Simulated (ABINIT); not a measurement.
## Quasiparticle gap of Cs2AgBiBr6 (Fm-3m) in ABINIT

Wanted: ground state, empty states, screening and self-energy for Cs2AgBiBr6 (Fm-3m).

Program: ABINIT 10.8.3. Level of theory: PBE and many-body steps on it, plane waves. Results are calculated unless marked as measured.

This is a report of a sequence of runs, with most program output left out.

**1. Set-up**

The structure is cubic, space group Fm-3m (No. 225). Conventional cell: a = 11.232 Å, b = 11.232 Å, c = 11.232 Å, α = 90.00°, β = 90.00°, γ = 90.00°. Nearest to Cs lie 12 Br at 3.97 Å. Nearest to Ag lie 6 Br at 2.80 Å. Nearest to Bi lie 6 Br at 2.81 Å. Nearest to Br lie 1 Ag at 2.80 Å and 1 Bi at 2.81 Å and 4 Cs at 3.97 Å. Farther neighbours and most contacts between anions are not listed.

The cell and positions come from the Crystallography Open Database and are kept as given unless a step says otherwise. Spin-orbit coupling is left out unless a step names it.

**2. Ground state**

This step: ABINIT 10.8.3; DFT, PBE, plane waves, norm-conserving pseudopotentials.

The ground-state density comes first.

Input file run.abi:

```
acell 3*1.0 Angstrom
rprim 
  -0.000000000000 5.616100000000 5.616100000000
  5.616100000000 0.000000000000 5.616100000000
  5.616100000000 5.616100000000 -0.000000000000
ntypat 4
znucl 55 47 83 35
natom 10
typat 1 1 2 3 4 4 4 4 4 4
xred 
  0.250000000000 0.250000000000 0.250000000000
  0.750000000000 0.750000000000 0.750000000000
  0.500000000000 0.500000000000 0.500000000000
  0.000000000000 0.000000000000 0.000000000000
  0.250550000000 0.749450000000 0.250550000000
  0.250550000000 0.749450000000 0.749450000000
  0.749450000000 0.250550000000 0.749450000000
  0.749450000000 0.250550000000 0.250550000000
  0.250550000000 0.250550000000 0.749450000000
  0.749450000000 0.749450000000 0.250550000000
pp_dirpath "pseudos"
pseudos "Cs.upf, Ag.upf, Bi.upf, Br.upf"
ecut 39
ngkpt 4 4 4
nshiftk 1
shiftk 0 0 0
kptopt 1
chksymbreak 0
nband 90
occopt 1
tolvrs 1e-10
nstep 60
prtwf 0
optforces 0
optstress 0
indata_prefix "in"
outdata_prefix "out"
tmpdata_prefix "tmp"
```

Started as:

```sh
$ OMP_NUM_THREADS=1 mpirun -n 24 abinit run.abi > log
```

It took 12 min on 24 MPI ranks of Arm Neoverse N1, shared host; peak memory 7.5 GiB; 4.6 h of CPU time.

Numbers from this step:

```
total energy               : -33924.8234 eV
gap                        : 1.270 eV
k of the valence top       : 0.5, 0.5, 0
k of the conduction bottom : 0.5, 0, 0
least direct gap           : 2.469 eV
```

The gap is indirect, with the least direct gap 1.20 eV higher.

**3. Bands along the symmetry lines**

Levels along a band path, at the cheap level, show where the edges lie and whether the meshes to come will hold them.

Edit run.abi of step 2 so:

```diff
@@ -23,14 +23,40 @@
 ecut 39
-ngkpt 4 4 4
-nshiftk 1
-shiftk 0 0 0
-kptopt 1
-chksymbreak 0
-nband 90
-occopt 1
-tolvrs 1e-10
-nstep 60
+iscf -2
+irdden 1
+kptopt 0
+nkpt 26
+kpt 
+  0.00000000 0.00000000 0.00000000
+  0.12500000 0.00000000 0.12500000
+  0.25000000 0.00000000 0.25000000
+  0.37500000 0.00000000 0.37500000
+  0.50000000 0.00000000 0.50000000
+  0.53125000 0.06250000 0.53125000
+  0.56250000 0.12500000 0.56250000
+  0.59375000 0.18750000 0.59375000
+  0.62500000 0.25000000 0.62500000
+  0.37500000 0.37500000 0.75000000
+  0.28125000 0.28125000 0.56250000
+  0.18750000 0.18750000 0.37500000
+  0.09375000 0.09375000 0.18750000
+  0.00000000 0.00000000 0.00000000
+  0.12500000 0.12500000 0.12500000
+  0.25000000 0.25000000 0.25000000
+  0.37500000 0.37500000 0.37500000
+  0.50000000 0.50000000 0.50000000
+  0.50000000 0.43750000 0.56250000
+  0.50000000 0.37500000 0.62500000
+  0.50000000 0.31250000 0.68750000
+  0.50000000 0.25000000 0.75000000
+  0.50000000 0.18750000 0.68750000
+  0.50000000 0.12500000 0.62500000
+  0.50000000 0.06250000 0.56250000
+  0.50000000 0.00000000 0.50000000
+istwfk *1
+nband 88
+nbdbuf 2
+tolwfr 1e-08
+nstep 40
 prtwf 0
-optforces 0
-optstress 0
+prtvol 0
 indata_prefix "in"
```

Elapsed: 11 min, on 24 MPI ranks; peak memory 5.8 GiB.

This step gave:

```yaml
gap: 1.270 eV
k_of_the_valence_top: 0.5, 0, 0.5
k_of_the_conduction_bottom: 0.5, 0.5, 0.5
least_direct_gap: 2.357 eV
```

The gap is 1.270 eV, as in the run before at this level.

Electronic bands along the path, in eV, zero at the top of the highest filled band:

| point | band 78 | band 79 | band 80 | band 81 | band 82 | band 83 | band 84 | band 85 |
| --- | --- | --- | --- | --- | --- | --- | --- | --- |
| Γ | -1.23 | -1.23 | -0.69 | -0.69 | 2.31 | 2.31 | 2.31 | 3.62 |
| halfway | -1.52 | -1.24 | -1.03 | -0.70 | 2.59 | 2.59 | 2.71 | 4.37 |
| X | -1.57 | -1.25 | -0.70 | 0.00 | 2.82 | 2.82 | 3.19 | 4.36 |
| halfway | -1.57 | -1.29 | -0.81 | -0.05 | 2.64 | 2.97 | 3.17 | 4.60 |
| U | -1.55 | -1.41 | -1.03 | -0.21 | 2.33 | 3.10 | 3.32 | 5.09 |
| jump to K | -1.55 | -1.41 | -1.03 | -0.21 | 2.33 | 3.10 | 3.32 | 5.09 |
| halfway | -1.48 | -1.35 | -1.26 | -0.97 | 2.02 | 2.65 | 3.42 | 4.43 |
| Γ | -1.23 | -1.23 | -0.69 | -0.69 | 2.31 | 2.31 | 2.31 | 3.62 |
| halfway | -1.52 | -1.33 | -1.08 | -1.08 | 1.79 | 3.01 | 3.01 | 4.18 |
| L | -1.53 | -1.39 | -1.27 | -1.27 | 1.27 | 3.71 | 3.71 | 4.93 |
| halfway | -1.53 | -1.49 | -1.25 | -0.57 | 1.79 | 3.38 | 3.56 | 5.27 |
| W | -1.48 | -1.48 | -1.29 | -0.10 | 2.64 | 3.03 | 3.03 | 5.29 |
| halfway | -1.57 | -1.32 | -0.93 | -0.06 | 2.71 | 2.89 | 3.15 | 4.80 |
| X | -1.57 | -1.25 | -0.70 | 0.00 | 2.82 | 2.82 | 3.19 | 4.36 |

**4. Empty states on the mesh, 2×2×2 mesh, 312 bands**

The sums over transitions need many empty states on a uniform mesh; this step solves for them.

Input file run.abi:

```
acell 3*1.0 Angstrom
rprim 
  -0.000000000000 5.616100000000 5.616100000000
  5.616100000000 0.000000000000 5.616100000000
  5.616100000000 5.616100000000 -0.000000000000
ntypat 4
znucl 55 47 83 35
natom 10
typat 1 1 2 3 4 4 4 4 4 4
xred 
  0.250000000000 0.250000000000 0.250000000000
  0.750000000000 0.750000000000 0.750000000000
  0.500000000000 0.500000000000 0.500000000000
  0.000000000000 0.000000000000 0.000000000000
  0.250550000000 0.749450000000 0.250550000000
  0.250550000000 0.749450000000 0.749450000000
  0.749450000000 0.250550000000 0.749450000000
  0.749450000000 0.250550000000 0.250550000000
  0.250550000000 0.250550000000 0.749450000000
  0.749450000000 0.749450000000 0.250550000000
pp_dirpath "pseudos"
pseudos "Cs.upf, Ag.upf, Bi.upf, Br.upf"
ecut 39
ngkpt 2 2 2
nshiftk 1
shiftk 0 0 0
kptopt 1
chksymbreak 0
iscf -2
irdden 1
istwfk *1
nband 312
nbdbuf 28
tolwfr 1e-09
nstep 60
prtvol 0
indata_prefix "in"
outdata_prefix "out"
tmpdata_prefix "tmp"
```

Elapsed: 26 min, on 24 MPI ranks; peak memory 3.7 GiB.

Numbers from this step:

* gap: 1.270 eV
* k of the valence top: 0.5, 0.5, 0
* k of the conduction bottom: 0.5, 0, 0
* least direct gap: 2.543 eV
* k points computed: 3
* lowest point of the top converged band, above the valence top: 34.59 eV

On this mesh the gap is 1.270 eV.

**5. Screening, 2×2×2 mesh, 284 bands, screening to 87.1 eV**

The RPA dielectric matrix is built and inverted for each q.

This step: RPA screening on PBE, plane waves, norm-conserving pseudopotentials.

Edit run.abi of step 4 so:

```diff
@@ -28,10 +28,11 @@
 chksymbreak 0
-iscf -2
-irdden 1
 istwfk *1
-nband 312
-nbdbuf 28
-tolwfr 1e-09
-nstep 60
-prtvol 0
+occopt 1
+irdwfk 1
+optdriver 3
+nband 284
+ecuteps 3.2
+inclvkb 2
+awtr 1
+symchi 1
 indata_prefix "in"
```

Elapsed: 5.5 min, on 24 MPI ranks; peak memory 42 GiB.

This step gave:

* ε∞ with local fields, on this mesh, along the program's q direction: 5.696
* the same without local fields: 6.586
* plasma frequency: 25.11 eV
* plane waves in the screening matrix: 645

Local fields lower ε∞ by 14 %. On a Γ-centred mesh this coarse the value itself is usually too large, while a short band sum pulls it down.

**6. Self-energy, 2×2×2 mesh, 284 bands, screening to 87.1 eV**

The self-energy is evaluated for the states that the input lists, and the levels follow from it, in one-shot runs by the linearised quasiparticle equation.

This step: G0W0 on PBE, plane waves, norm-conserving pseudopotentials.

Edit run.abi of step 5 so:

```diff
@@ -31,8 +31,19 @@
 irdwfk 1
-optdriver 3
+optdriver 4
 nband 284
+gwcalctyp 0
+ecutsigx 39
+symsigma 1
+nkptgw 3
+kptgw 
+  0.5000000000 0.5000000000 0.0000000000
+  0.5000000000 0.0000000000 0.0000000000
+  0.0000000000 0.0000000000 0.0000000000
+bdgw 
+  80 83
+  80 84
+  80 84
 ecuteps 3.2
-inclvkb 2
-awtr 1
-symchi 1
+irdscr 1
+ppmodel 1
 indata_prefix "in"
```

Wall time 59 s (24 MPI ranks); peak memory 20 GiB; 24 min of CPU time.

This step gave:

* G0W0 gap on the points computed: 2.859 eV
* starting gap on the mesh: 1.270 eV
* k of the valence top: 0.5, 0.5, 0
* k of the conduction bottom: 0.5, 0, 0
* Z at the valence top: 0.801
* Z at the conduction bottom: 0.822
* least direct G0W0 gap on the computed points: 4.301 eV

The gap on the mesh goes from 1.27 eV to 2.86 eV, a correction of +1.59 eV.

Limits: finite bands, cutoff and mesh; d shell near the gap, gap tends to lie low; no spin-orbit coupling; coarse k mesh. v1 is the top filled band, c1 the lowest empty one. The levels before and after the correction (eV, zero at the valence-band top of each column):

|  | conduction bottom | valence top |
| --- | --- | --- |
| Kohn-Sham | 1.27 | 0.00 |
| G0W0 | 2.86 | 0.00 |

|  | level | energy (eV) |
| --- | --- | --- |
| Kohn-Sham | (0.5 0.5 0) v2 | -0.699 |
| Kohn-Sham | (0.5 0.5 0) v1 | 0.000 |
| Kohn-Sham | (0.5 0.5 0) c1-c2 | 2.823 |
| Kohn-Sham | (0.5 0 0) v2-v1 | -1.273 |
| Kohn-Sham | (0.5 0 0) c1 | 1.270 |
| Kohn-Sham | (0.5 0 0) c2-c3 | 3.713 |
| G0W0 | (0.5 0.5 0) v2 | -0.777 |
| G0W0 | (0.5 0.5 0) v1 | 0.000 |
| G0W0 | (0.5 0.5 0) c1-c2 | 4.301 |
| G0W0 | (0.5 0 0) v2-v1 | -1.627 |
| G0W0 | (0.5 0 0) c1 | 2.859 |
| G0W0 | (0.5 0 0) c2-c3 | 5.076 |

**7. Where the time went**

Times are wall times on 24 MPI ranks of Arm Neoverse N1, shared host, good to a factor of about two.

| step | time | share | memory (GiB) |
| --- | --- | --- | --- |
| ground state | 12 min | 21 % | 7.5 |
| bands along the symmetry lines | 11 min | 20 % | 5.8 |
| empty states on the mesh | 26 min | 47 % | 3.7 |
| screening | 5.5 min | 10 % | 42 |
| self-energy | 59 s | 2 % | 20 |

**8. What came out**

```json
{
 "PBE gap": "1.27 eV, indirect",
 "G0W0 gap on the mesh": "2.86 eV",
 "GW settings": "2×2×2 mesh, 284 bands, screening to 87.1 eV, Godby-Needs plasmon pole",
 "known limits": "not at the basis limit; d shell near the gap, gap tends to lie low; no spin-orbit coupling; coarse k mesh"
}
```

**Reading.** G0W0 moves the gap on the mesh from 1.27 eV to 2.86 eV (+1.59 eV), with Z of 0.80 and 0.82 at the edges. Local fields lower the RPA ε∞ on this mesh from 6.59 to 5.70; a Γ-centred mesh this coarse tends to raise both, most where the direct gap is narrow, while a short band sum lowers them. The dearest step here is «empty states on the mesh». Bands and cutoff are finite, so the gap is not at the basis limit. The miss can reach some tenths of an eV and take either sign; the mesh is an error of its own. The 2×2×2 mesh is coarse for this cell, which bears on the long-range parts of exchange and screening. Where an edge is built on 6p states of lead, bismuth or thallium, scalar-relativistic gaps usually stand too wide, by a few tenths to over one eV. A d shell, filled or nearly so, lies near the gap. One-shot GW converges very slowly in bands there, not always from below, and on a semilocal start the gap tends to come out low; starts rich in exact exchange can overshoot instead. The many-body steps are scalar-relativistic: spin-orbit coupling is not in them.

[Paths, hosts, dates, memory and timing lines, banners, echoed tables and standing remarks are left out of the program output.]

[Logs are printed without paths, hosts, clocks, repeated set-up lines and the standing remarks that a program may print on its own settings, such as how far it seeks lower states.]

[Runs of the session that timed out or met a known fault of the program may be left out.]

[Hosts, paths, dates, database ids (printed as entryN), source tags and the programs' standing remarks are cut or masked in the printed files.]

[G0W0 gaps are taken among the corrected bands and points alone; a level outside them can change the order at an edge.]

[Where Ansatz stands beside ABINIT at settings called matched, ABINIT's density can come from a denser mesh and the files from another edition; pairs whose starting gaps differed by over 0.03 eV were left out, so agreement reads better than it is.]
